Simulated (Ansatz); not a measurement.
# Si on Ta(110): change of the work function, part 3 of 4

Aim: the work function of Ta(110) at several coverages of Si (hollow site), and the dipole that each adsorbate carries.

Ansatz 0.2.0; plane-wave DFT, PBE, Ansatz PAW.

So far, work function, upper face (eV): step 2 (the clean slab) 4.77; step 3 (37 atoms, coverage 0.111 ML, cell 3x3) 4.73.

## Step 4: Adsorbate added, k-mesh 6×6×1, coverage 0.25 ML

System of this step: Si/Ta(110). The cell holds 17 atoms: 16 Ta and 1 Si. Its edges and angles: a = 5.733 Å, b = 5.733 Å, c = 27.350 Å, α = 90.0°, β = 90.0°, γ = 70.5°. Vacuum lies along c.

Another coverage, to see how the dipoles act on each other as their distance changes.

input.yaml reads:

```yaml
crystal:
  lattice:
    - [4.6810468914, -3.31, 0.0]
    - [4.6810468914, 3.31, 0.0]
    - [0.0, 0.0, 27.3502176349]
  atoms:
    - { symbol: Ta, position: [0.0, 0.0, 0.3290650232] }
    - { symbol: Ta, position: [0.25, 0.25, 0.4146410679] }
    - { symbol: Ta, position: [0.0, 0.0, 0.5003047979] }
    - { symbol: Ta, position: [0.25, 0.25, 0.5825473598] }
    - { symbol: Ta, position: [0.0, 0.5, 0.3290650232] }
    - { symbol: Ta, position: [0.25, 0.75, 0.4146410679] }
    - { symbol: Ta, position: [0.0, 0.5, 0.5003047979] }
    - { symbol: Ta, position: [0.25, 0.75, 0.5825473598] }
    - { symbol: Ta, position: [0.5, 0.0, 0.3290650232] }
    - { symbol: Ta, position: [0.75, 0.25, 0.4146410679] }
    - { symbol: Ta, position: [0.5, 0.0, 0.5003047979] }
    - { symbol: Ta, position: [0.75, 0.25, 0.5825473598] }
    - { symbol: Ta, position: [0.5, 0.5, 0.3290650232] }
    - { symbol: Ta, position: [0.75, 0.75, 0.4146410679] }
    - { symbol: Ta, position: [0.5, 0.5, 0.5003047979] }
    - { symbol: Ta, position: [0.75, 0.75, 0.5825473598] }
    - { symbol: Si, position: [0.42, 0.42, 0.6709349768] }
kpoints:
  mp_grid: { grid: [6, 6, 1] }
hamiltonian:
  xc: pbe
scf:
  occupations: { method: fermi_dirac, width: 0.1 }
  convergence: { dr2_threshold: 1.0e-08 }
efield:
  axis: 3
  dipole_correction: true
  ramp_position: 0.97
  ramp_width: 0.06
relax:
  f_tol: 0.02
  max_steps: 60
  constraints: [{ sites: [0, 1, 4, 5, 8, 9, 12, 13] }]
output:
  dos: { projected: true, e_range: [-8, 4] }
  write_potential: true
  write_density: true
  volumetric_format: npy
  elf: true
```

Launch:

```
> ansatz run input.yaml --threads 4 --pin off --max-ram 16384MiB --backend cpu --events-out ev --progress --plain --runs-dir out
```

Standard output:

```text
[...]
Crystal: 17 atoms, lattice volume = 847.543 Å³
Basis set: ecut = 420 eV, 16623 PW (Γ), exchange–correlation on 80×80×384 points (8 copies of the dense FFT grid, shifted against one another)
Bands: 128, of which v1, the nominal top of the filled ones, is band 106 counted from 1 (105 counted from 0)
Symmetry: 2 space group operations
[...]
k-points: 13 of 36 (time reversal used)
[...]
SCF iter   1: F=—  HF=-159542.619473 eV  |F-HF|=—  |Δ(HF+E_count)|=         —  Δρ=6.00e-3  dr2=6.69e0  ethr=1.77e-3  p=-0.043 e·Å  D=-9.19e-3 V/Å  ΔV_dip=0.25 eV  dr2_dipole=1.11e-1  V_vac-E_F(+/−)=5.27/5.02 eV  ⟨swp⟩=10.3  Hψ=8468  notcnv=0
[...]
SCF iter   9: F=-159542.421569 eV  HF=-159542.421569 eV  |F-HF|=1.02e-8  |Δ(HF+E_count)|=   5.57e-8  Δρ=5.23e-7  dr2=3.17e-9  ethr=4.72e-12  p=-0.035 e·Å  D=-7.45e-3 V/Å  ΔV_dip=0.20 eV  dr2_dipole=4.18e-11  V_vac-E_F(+/−)=5.00/4.79 eV  ⟨swp⟩=14.0  Hψ=12688  notcnv=0
SCF 1 converged in 9 iterations: F = -159542.421569 eV  dr2 = 3.17e-9
[...]
relax step   1: F+E_penalty+E_count = -159542.42156920 eV  Δ(F+E_penalty+E_count) = +0.000e0 eV  max|allowed force component| = 2.166e0 eV/Å  Δτ_max = 0.0000 Å  (9 SCF iters, accepted)
[...]
SCF iter  10: F=-159542.959218 eV  HF=-159542.959218 eV  |F-HF|=7.89e-9  |Δ(HF+E_count)|=   2.91e-8  Δρ=3.36e-7  dr2=3.14e-9  ethr=4.72e-12  p=-0.045 e·Å  D=-9.54e-3 V/Å  ΔV_dip=0.26 eV  dr2_dipole=3.34e-10  V_vac-E_F(+/−)=5.04/4.78 eV  ⟨swp⟩=13.7  Hψ=12880  notcnv=0
SCF 2 converged in 10 iterations: F = -159542.959218 eV  dr2 = 3.14e-9
relax step   2: F+E_penalty+E_count = -159542.95921815 eV  Δ(F+E_penalty+E_count) = -5.376e-1 eV  max|allowed force component| = 1.529e0 eV/Å  Δτ_max = 0.1993 Å  (10 SCF iters, accepted)
[...]
SCF iter   1: F=—  HF=-159543.275108 eV  |F-HF|=—  |Δ(HF+E_count)|=         —  Δρ=3.73e-3  dr2=1.91e0  ethr=7.86e-4  p=-0.045 e·Å  D=-9.54e-3 V/Å  ΔV_dip=0.26 eV  dr2_dipole=5.99e-1  V_vac-E_F(+/−)=5.06/4.80 eV  ⟨swp⟩=1.3  Hψ=4902  notcnv=0  defer=5
[...]
eigensolver tolerance schedule calibrated: the retry pair's looser diagonalisation under-reported the residual by θ = 0.13 (0.22/decade); ethr = c·dr2/N_el runs at the constant in force after the calibration composes with the one it found (an armed cap, an earlier calibration), c = 2.2e-2
[...]
SCF iter   2: F=—  HF=-159543.217261 eV  |F-HF|=—  |Δ(HF+E_count)|=   5.78e-2  Δρ=2.18e-3  dr2=9.61e-2  ethr=1.95e-4  p=-0.037 e·Å  D=-7.81e-3 V/Å  ΔV_dip=0.21 eV  dr2_dipole=3.18e-3  V_vac-E_F(+/−)=4.99/4.78 eV  ⟨swp⟩=3.2  Hψ=3210  notcnv=0  defer=5
[...]
SCF iter   9: F=-159543.202155 eV  HF=-159543.202155 eV  |F-HF|=1.48e-8  |Δ(HF+E_count)|=   1.13e-7  Δρ=5.19e-7  dr2=5.52e-9  ethr=1.02e-12  p=-0.037 e·Å  D=-7.94e-3 V/Å  ΔV_dip=0.22 eV  dr2_dipole=1.71e-10  V_vac-E_F(+/−)=4.99/4.78 eV  ⟨swp⟩=13.5  Hψ=12997  notcnv=0
SCF 3 converged in 9 iterations: F = -159543.202155 eV  dr2 = 5.52e-9
[...]
relax step   3: F+E_penalty+E_count = -159543.20215475 eV  Δ(F+E_penalty+E_count) = -2.429e-1 eV  max|allowed force component| = 5.258e-1 eV/Å  Δτ_max = 0.1959 Å  (9 SCF iters, accepted)
[...]
relax step   4: F+E_penalty+E_count = -159543.35987347 eV  Δ(F+E_penalty+E_count) = -1.577e-1 eV  max|allowed force component| = 4.664e-1 eV/Å  Δτ_max = 0.1950 Å  (9 SCF iters, accepted)
[...]
relax step   5: F+E_penalty+E_count = -159543.46805460 eV  Δ(F+E_penalty+E_count) = -1.082e-1 eV  max|allowed force component| = 2.736e-1 eV/Å  Δτ_max = 0.1946 Å  (9 SCF iters, accepted)
[...]
relax step   6: F+E_penalty+E_count = -159543.51647603 eV  Δ(F+E_penalty+E_count) = -4.842e-2 eV  max|allowed force component| = 9.199e-2 eV/Å  Δτ_max = 0.2000 Å  (10 SCF iters, accepted)
[...]
relax step   7: F+E_penalty+E_count = -159543.52335587 eV  Δ(F+E_penalty+E_count) = -6.880e-3 eV  max|allowed force component| = 2.840e-2 eV/Å  Δτ_max = 0.1000 Å  (9 SCF iters, accepted)
SCF iter   1: F=—  HF=-159543.523775 eV  |F-HF|=—  |Δ(HF+E_count)|=         —  Δρ=3.08e-4  dr2=1.69e-3  ethr=7.80e-6  p=-0.019 e·Å  D=-3.99e-3 V/Å  ΔV_dip=0.11 eV  dr2_dipole=1.35e-4  V_vac-E_F(+/−)=4.89/4.78 eV  ⟨swp⟩=2.2  Hψ=2697  notcnv=0
[...]
SCF iter   7: F=-159543.523604 eV  HF=-159543.523604 eV  |F-HF|=9.40e-9  |Δ(HF+E_count)|=   5.95e-8  Δρ=3.51e-7  dr2=2.30e-9  ethr=4.72e-12  p=-0.019 e·Å  D=-3.96e-3 V/Å  ΔV_dip=0.11 eV  dr2_dipole=3.46e-11  V_vac-E_F(+/−)=4.89/4.78 eV  ⟨swp⟩=12.5  Hψ=13368  notcnv=0
SCF 8 converged in 7 iterations: F = -159543.523604 eV  dr2 = 2.30e-9
relax step   8: F+E_penalty+E_count = -159543.52360428 eV  Δ(F+E_penalty+E_count) = -2.484e-4 eV  max|allowed force component| = 3.081e-3 eV/Å  Δτ_max = 0.0106 Å  (7 SCF iters, accepted)
[...]
SCF converged after 7 iterations
Free energy (F): -159543.523604 eV
[...]
Internal energy: -159542.758144 eV  (E = F + TS)
E sigma→0 (E₀):  -159543.140874 eV
Entropy (-TS):   -0.765460 eV (-45.027 meV/atom)
Fermi energy:    3.545825 eV
Dipole field:    D = -0.003960 V/Å  (p = -0.018548 e·Å, saw-weighted, corrected)
Work function:   Φ+ = 4.8911 eV   Φ− = 4.7828 eV
[...]
--- Forces (eV/Å), atoms counted from 1 ---
  atom   1  Ta     0.00023434     0.00000000     0.41125804
  atom   2  Ta     0.03832303     0.00000000    -0.35391098
  atom   3  Ta    -0.00096954     0.00000000     0.00252899
  atom   4  Ta     0.00107840     0.00000000    -0.00164192
  atom   5  Ta     0.00007764     0.00017276     0.40629156
  atom   6  Ta    -0.00060952    -0.07143843    -0.44866388
  atom   7  Ta    -0.00058939    -0.00075043     0.00308090
  atom   8  Ta     0.00029725     0.00006696    -0.00140163
  atom   9  Ta     0.00007764    -0.00017276     0.40629156
  atom  10  Ta    -0.00060952     0.07143843    -0.44866388
  atom  11  Ta    -0.00058939     0.00075043     0.00308090
  atom  12  Ta     0.00029725    -0.00006696    -0.00140163
  atom  13  Ta    -0.00010224     0.00000000     0.38072681
  atom  14  Ta    -0.03968657     0.00000000    -0.35451624
  atom  15  Ta     0.00122741     0.00000000    -0.00188577
  atom  16  Ta     0.00012040     0.00000000    -0.00197724
  atom  17  Si     0.00142771     0.00000000     0.00079800
  max |Σ_I F_I| component: 6.41e-6 eV/Å
--- Band table (eV; the first three rows and the last of 13) ---
  k-point 0: bands = [... 102 lower, 3.7186, 3.7715, 3.9276, 4.0153, 4.1379, 4.2453, 4.3450, 4.6056, ... 18 higher]
  k-point 1: bands = [... 102 lower, 3.4907, 3.6169, 3.8037, 3.8522, 3.9394, 3.9743, 4.2242, 4.2443, ... 18 higher]
  k-point 2: bands = [... 102 lower, 3.2047, 3.2425, 3.3677, 3.4605, 3.5005, 3.5628, 3.5787, 3.6163, ... 18 higher]
  k-point 12: bands = [... 102 lower, 3.3963, 3.5311, 3.6364, 3.6739, 3.7006, 3.8164, 3.8906, 3.9026, ... 18 higher]
--- Relaxed structure (8 steps of the walk, 8 accepted, 0 SCFs on fresh bases) ---
  F+E_penalty+E_count = -159543.52360428 eV   max|allowed force component| = 3.081e-3 eV/Å
  atoms:
    - { symbol: Ta, position: [0.0, 0.0, 0.3290650232] }
    - { symbol: Ta, position: [0.25, 0.25, 0.414641] }
    - { symbol: Ta, position: [-3.071136e-5, -3.071136e-5, 0.498445] }
    - { symbol: Ta, position: [0.262321, 0.262321, 0.587677] }
    - { symbol: Ta, position: [0.0, 0.5, 0.3290650232] }
    - { symbol: Ta, position: [0.250000, 0.75, 0.414641] }
    - { symbol: Ta, position: [-8.380540e-5, 0.499972, 0.500955] }
    - { symbol: Ta, position: [0.230106, 0.769654, 0.582702] }
    - { symbol: Ta, position: [0.5, 0.0, 0.3290650232] }
    - { symbol: Ta, position: [0.75, 0.250000, 0.414641] }
    - { symbol: Ta, position: [0.499972, -8.380540e-5, 0.500955] }
    - { symbol: Ta, position: [0.769654, 0.230106, 0.582702] }
    - { symbol: Ta, position: [0.5, 0.5, 0.3290650232] }
    - { symbol: Ta, position: [0.75, 0.75, 0.414641] }
    - { symbol: Ta, position: [0.499931, 0.499931, 0.499858] }
    - { symbol: Ta, position: [0.737354, 0.737354, 0.587678] }
    - { symbol: Si, position: [0.499741, 0.499741, 0.647822] }
```

The job ended after 6.8 min (4 threads of Arm Neoverse V1, shared host; peak memory 3 GiB).

Relaxation path:

```
step  energy less that of the first step (eV)  largest force component (eV/Å)
   1                                   0.0000                          2.1658
   2                                  -0.5376                          1.5286
   3                                  -0.7806                          0.5258
   4                                  -0.9383                          0.4664
   5                                  -1.0465                          0.2736
   6                                  -1.0949                          0.0920
   7                                  -1.1018                          0.0284
   8                                  -1.1020                          0.0031
```

Forces are held to the 2 operations that the program found; a distortion that breaks them can't arise in this run.

The atoms that moved most (Å):

```csv
atom,dx,dy,dz,length
Si17,0.747,0.000,-0.632,0.978
Ta16,-0.118,0.000,0.140,0.184
Ta4,0.115,0.000,0.140,0.182
Ta12,-0.001,-0.131,0.004,0.131
Ta8,-0.001,0.131,0.004,0.131
Ta3,0.000,0.000,-0.051,0.051
Ta7,-0.001,0.000,0.018,0.018
Ta11,-0.001,0.000,0.018,0.018
```

Final coordinates:

```
Ta Si
1.0
     4.68105   -3.31000    0.00000
     4.68105    3.31000    0.00000
     0.00000    0.00000   27.35022
Ta Si
16 1
Direct
  0.00000 0.00000 0.32907
  0.25000 0.25000 0.41464
  0.99997 0.99997 0.49844
  0.26232 0.26232 0.58768
  0.00000 0.50000 0.32907
  0.25000 0.75000 0.41464
  0.99992 0.49997 0.50096
  0.23011 0.76965 0.58270
  0.50000 0.00000 0.32907
  0.75000 0.25000 0.41464
  0.49997 0.99992 0.50096
  0.76965 0.23011 0.58270
  0.50000 0.50000 0.32907
  0.75000 0.75000 0.41464
  0.49993 0.49993 0.49986
  0.73735 0.73735 0.58768
  0.49974 0.49974 0.64782
```

This step gave:

| Item | Value |
| --- | --- |
| energy at zero smearing | -159543.1409 eV |
| work function, upper face | 4.891 eV |
| work function, lower face | 4.783 eV |
| dipole along the normal | -0.01855 e·Å |
| step between the vacuum levels | 0.1083 eV |

The density of states has structure finer than the step of the table below, so its rows give means over 0.25 eV. Peaks (eV: height): -1.470: 39.2, -1.410: 44.8, -1.110: 32.2, -0.990: 34.2, -0.300: 35.2, -0.210: 30.3, 0.030: 29.3.

The density of states by energy, zero at the Fermi level; means over each step:

```csv
energy (eV),density of states (states/eV a cell)
-7.75,1.84
-7.50,5.04
-7.25,0.872
-7.00,0.993
-6.75,1.06
-6.50,1.12
-6.25,1.14
-6.00,1.48
-5.75,2.29
-5.50,2.82
-5.25,2.47
-5.00,2.72
-4.75,3.79
-4.50,5.94
-4.25,6.16
-4.00,9.98
-3.75,11.2
-3.50,10.6
-3.25,15.1
-3.00,18.0
-2.75,15.7
-2.50,11.4
-2.25,9.95
-2.00,8.39
-1.75,11.7
-1.50,30.3
-1.25,26.6
-1.00,25.3
-0.75,23.6
-0.50,25.2
-0.25,28.0
0.00,23.5
0.25,19.4
0.50,12.9
0.75,10.1
1.00,11.2
1.25,10.2
1.50,11.2
1.75,10.5
```

Projected DOS per atom over height of the atomic layer and energy from the Fermi level. Layers: Ta4 Ta4 Ta4 Ta4 Si from below.

Values in states/eV, 22 rows by 5 columns, each cell a mean:
```
0.95 0.46 0.42 0.71 0.29
0.71 0.48 0.44 0.73 0.48
0.79 0.38 0.37 0.64 0.46
1.02 0.65 0.69 0.91 0.87
1.61 1.14 1.18 1.61 1.01
2.09 1.23 1.37 1.30 0.87
1.71 1.44 1.35 1.58 0.83
1.68 1.90 1.76 1.60 1.11
0.45 0.42 0.57 0.76 0.82
0.63 0.59 0.55 0.70 0.51
0.90 1.06 1.05 0.81 0.55
0.78 1.00 0.96 0.86 0.47
0.53 0.75 0.74 0.59 0.33
0.35 0.55 0.59 0.46 0.21
0.28 0.33 0.28 0.26 0.15
0.16 0.17 0.20 0.15 0.09
0.18 0.14 0.21 0.11 0.16
0.08 0.14 0.14 0.04 0.08
0.05 0.12 0.08 0.02 0.07
0.05 0.11 0.06 0.01 0.11
0.00 0.01 0.02 0.24 1.38
0.00 0.01 0.04 0.21 0.84
```
Columns: height of the atomic layer (Å) from 9 to 17.7 (not evenly spaced); rows upwards: energy from the Fermi level (eV) from -7.96 to 1.95.

Valence density in the ca plane at fractional y = 0.500, with atoms of Ta and Si within 0.2 Å of it. It is the smooth field of the valence electrons, not physical close to the nuclei.

Ten steps, logarithmic in the rise over the least value, from '0' (0.0 e/Å³) to '9' (4.3 e/Å³), each cell a mean:
```
99864443444799985444332210000000000000000000
88754444444578874444433211000000000000000000
55444444444455544444443321100000000000000000
44444444444444444444444333210000000000000000
65444444444455544444444444321000000000000000
88754444444588864434445544432100000000000000
99864443444799985433445433442100000000000000
99964433444799995433445423442100000000000000
99854444444699985433445544432100000000000000
77544444444467754444444544431000000000000000
44444444444444444444444443221000000000000000
44444444444444444444443322110000000000000000
77544444444467754444443221100000000000000000
99854444444689985444433211000000000000000000
99964443344799996444332210000000000000000000
```
Columns run along c (16.0 Å, from fractional 0.33 to 0.91 of the cell), rows up along a (5.7 Å). Atoms in or near the plane, at fractional coordinates: Ta at (0.33, 0.00), Ta at (0.50, 0.00), Ta at (0.33, 0.50), Ta at (0.50, 0.50), Si at (0.65, 0.50).

Electrostatic potential energy in the ca plane at fractional y = 0.500, with atoms of Ta and Si within 0.2 Å of it. With pseudopotentials it is smooth inside the atoms' cores, unlike the true potential.

Values in eV, 8 rows by 16 columns, each cell a mean:
```
-43  -3   4   3 -30 -33   2   3   6   8   8   8   8   8   8   8
 -5   4   1   4  -2  -2   4   0   5   7   8   8   8   8   8   8
-12   3   2   4  -7  -7   4   2  -1  -2   7   8   8   8   8   8
-51  -5   4   2 -39 -39   2   4 -29 -35   5   8   8   8   8   8
-43  -3   4   3 -32 -32   3   4 -22 -27   5   8   8   8   8   8
 -4   4   1   4  -2  -2   4   1   2   3   7   8   8   8   8   8
-12   3   2   4  -7  -8   3   1   6   8   8   8   8   8   8   8
-51  -5   4   3 -37 -40   2   4   6   8   8   8   8   8   8   8
```
Columns run along c (16.0 Å, from fractional 0.33 to 0.91 of the cell; values clipped at the 3rd and 97th percentile), rows up along a (5.7 Å). Atoms in or near the plane, at fractional coordinates: Ta at (0.33, 0.00), Ta at (0.50, 0.00), Ta at (0.33, 0.50), Ta at (0.50, 0.50), Si at (0.65, 0.50).

ELF in the ca plane at fractional y = 0.500, with atoms of Ta and Si within 0.2 Å of it. It is the smooth field of the valence electrons, not physical close to the nuclei.

Ten even steps from '0' (0.00) to '9' (0.91), each cell a mean:
```
45634544442474572355433321000000000000000000
76424533453257642443333432210000000000000000
33245433355323224543334555432100000000000000
33455433356533345543345777765321000000000000
33235433355323224543346888987642000000000000
76424533453257642343457767999753100000000000
45634544442474672344466446899864100000000000
24734544542562473344566346899864200000000000
67524543442376752344457656899863100000000000
54334433454235422443357888998742100000000000
33345433355432235543346788876531000000000000
33345433355432235543335666653210000000000000
54334433454235422443334444321000000000000000
77624543442377762354333332100000000000000000
23734644542572373355443321000000000000000000
```
Columns run along c (16.0 Å, from fractional 0.33 to 0.91 of the cell), rows up along a (5.7 Å). Atoms in or near the plane, at fractional coordinates: Ta at (0.33, 0.00), Ta at (0.50, 0.00), Ta at (0.33, 0.50), Ta at (0.50, 0.50), Si at (0.65, 0.50).

The relaxation took 8 steps and lowered the energy by 1.1 eV; the largest force on the free atoms ends at 0.0031 eV/Å.

By hand: a sheet of dipoles makes a step −p/(ε₀A) in the electron's potential. With e/ε₀ = 180.95 V·Å, p = -0.01855 e·Å and A = 30.99 Å², that is −180.95 × (-0.01855) / 30.99 = +0.108 eV, and the two vacuum levels of the run differ by +0.108 eV.

The covered face has 4.89 eV, +0.12 eV against the clean one; the bare back face has moved by -0.03 eV, a measure of how thin the slab is.

## Step 5: Adsorbate added, k-mesh 6×6×1, coverage 0.5 ML

System of this step: Si/Ta(110). The cell holds 18 atoms: 16 Ta and 2 Si. Its edges and angles: a = 5.733 Å, b = 5.733 Å, c = 27.350 Å, α = 90.0°, β = 90.0°, γ = 70.5°. Vacuum lies along c.

Another coverage, to see how the dipoles act on each other as their distance changes.

input.yaml: that of step 4 with these lines changed.

```diff
@@ -23,2 +23,3 @@
     - { symbol: Si, position: [0.42, 0.42, 0.6709349768] }
+    - { symbol: Si, position: [0.92, 0.42, 0.6709349768] }
 kpoints:
```

Standard output:

```text
[...]
Crystal: 18 atoms, lattice volume = 847.543 Å³
Basis set: ecut = 420 eV, 16623 PW (Γ), exchange–correlation on 80×80×384 points (8 copies of the dense FFT grid, shifted against one another)
Bands: 130, of which v1, the nominal top of the filled ones, is band 108 counted from 1 (107 counted from 0)
Symmetry: 2 space group operations
[...]
- { symbol: Ta, position: [0.218834, 0.760036, 0.586138] }
[...]
- { symbol: Ta, position: [0.5, 0.5, 0.3290650232] }
    - { symbol: Ta, position: [0.75, 0.75, 0.414641] }
    - { symbol: Ta, position: [0.500107, 0.499840, 0.500354] }
    - { symbol: Ta, position: [0.718834, 0.760036, 0.586138] }
    - { symbol: Si, position: [0.499518, 0.499164, 0.653210] }
    - { symbol: Si, position: [0.999518, 0.499164, 0.653210] }
[key lines of the parts left out:]
SCF converged after 8 iterations
Free energy (F): -160180.114561 eV
Fermi energy:    3.736666 eV
Dipole field:    D = -0.009210 V/Å  (p = -0.043138 e·Å, saw-weighted, corrected)
Work function:   Φ+ = 5.0331 eV   Φ− = 4.7812 eV
```

Run time: 9.5 min. Hardware: 4 threads; peak memory 3.5 GiB.

Relaxation path:

```csv
step,energy less that of the first step (eV),largest force component (eV/Å)
1,0.0000,1.4777
2,-0.7038,0.5182
3,-0.9900,0.4573
4,-1.2088,0.3072
5,-1.3139,0.0988
6,-1.3433,0.0261
7,-1.3457,0.0186
```

Forces are held to the 2 operations that the program found; a distortion that breaks them can't arise in this run.

The atoms that moved most (Å):

| atom | dx | dy | dz | length |
| --- | --- | --- | --- | --- |
| Si17 | 0.743 | -0.001 | -0.485 | 0.887 |
| Si18 | 0.743 | -0.001 | -0.485 | 0.887 |
| Ta16 | -0.099 | 0.136 | 0.098 | 0.195 |
| Ta8 | -0.099 | 0.136 | 0.098 | 0.195 |
| Ta4 | 0.095 | -0.138 | 0.099 | 0.195 |
| Ta12 | 0.095 | -0.138 | 0.099 | 0.195 |
| Ta3 | -0.001 | 0.000 | -0.009 | 0.009 |
| Ta11 | -0.001 | 0.000 | -0.009 | 0.009 |

Final coordinates:

```xyz
18
Lattice="4.6810 -3.3100 0.0000 4.6810 3.3100 0.0000 0.0000 0.0000 27.3502" Properties=species:S:1:pos:R:3
Ta    0.0000    0.0000    9.0000
Ta    2.3405    0.0000   11.3405
Ta   -0.0008   -0.0003   13.6740
Ta    2.4356   -0.1381   16.0314
Ta    2.3405    1.6550    9.0000
Ta    4.6810    1.6550   11.3405
Ta    2.3403    1.6541   13.6848
Ta    4.5821    1.7914   16.0310
Ta    2.3405   -1.6550    9.0000
Ta    4.6810   -1.6550   11.3405
Ta    2.3397   -1.6553   13.6740
Ta    4.7761   -1.7931   16.0314
Ta    4.6810    0.0000    9.0000
Ta    7.0216    0.0000   11.3405
Ta    4.6808   -0.0009   13.6848
Ta    6.9227    0.1364   16.0310
Si    4.6749   -0.0012   17.8654
Si    7.0154   -1.6562   17.8654
```

The relaxation took 7 steps and lowered the energy by 1.3 eV; the largest force on the free atoms ends at 0.019 eV/Å.

The covered face has 5.03 eV, +0.27 eV against the clean one; the bare back face has moved by -0.04 eV, a measure of how thin the slab is.

(Continued in part 4 of 4.)

[Long decimals in the printed logs are rounded to 6 places.]

[Logs are printed without paths, hosts, clocks, repeated set-up lines and the standing remarks that a program may print on its own settings, such as how far it seeks lower states.]

[Hosts, paths, dates, database ids (printed as entryN), source tags and the programs' standing remarks are cut or masked in the printed files.]

[Maps of the electrostatic potential energy from Ansatz leave out the sawtooth potential of an applied field or a dipole correction, so their vacuum need not be flat; planar profiles and work functions include it.]

[The density of states shown here was stored with 400 of the rows of the run's finer table, so its peaks can read low, often by over a quarter, or be missed, and its means over a window can be off by a tenth or more.]
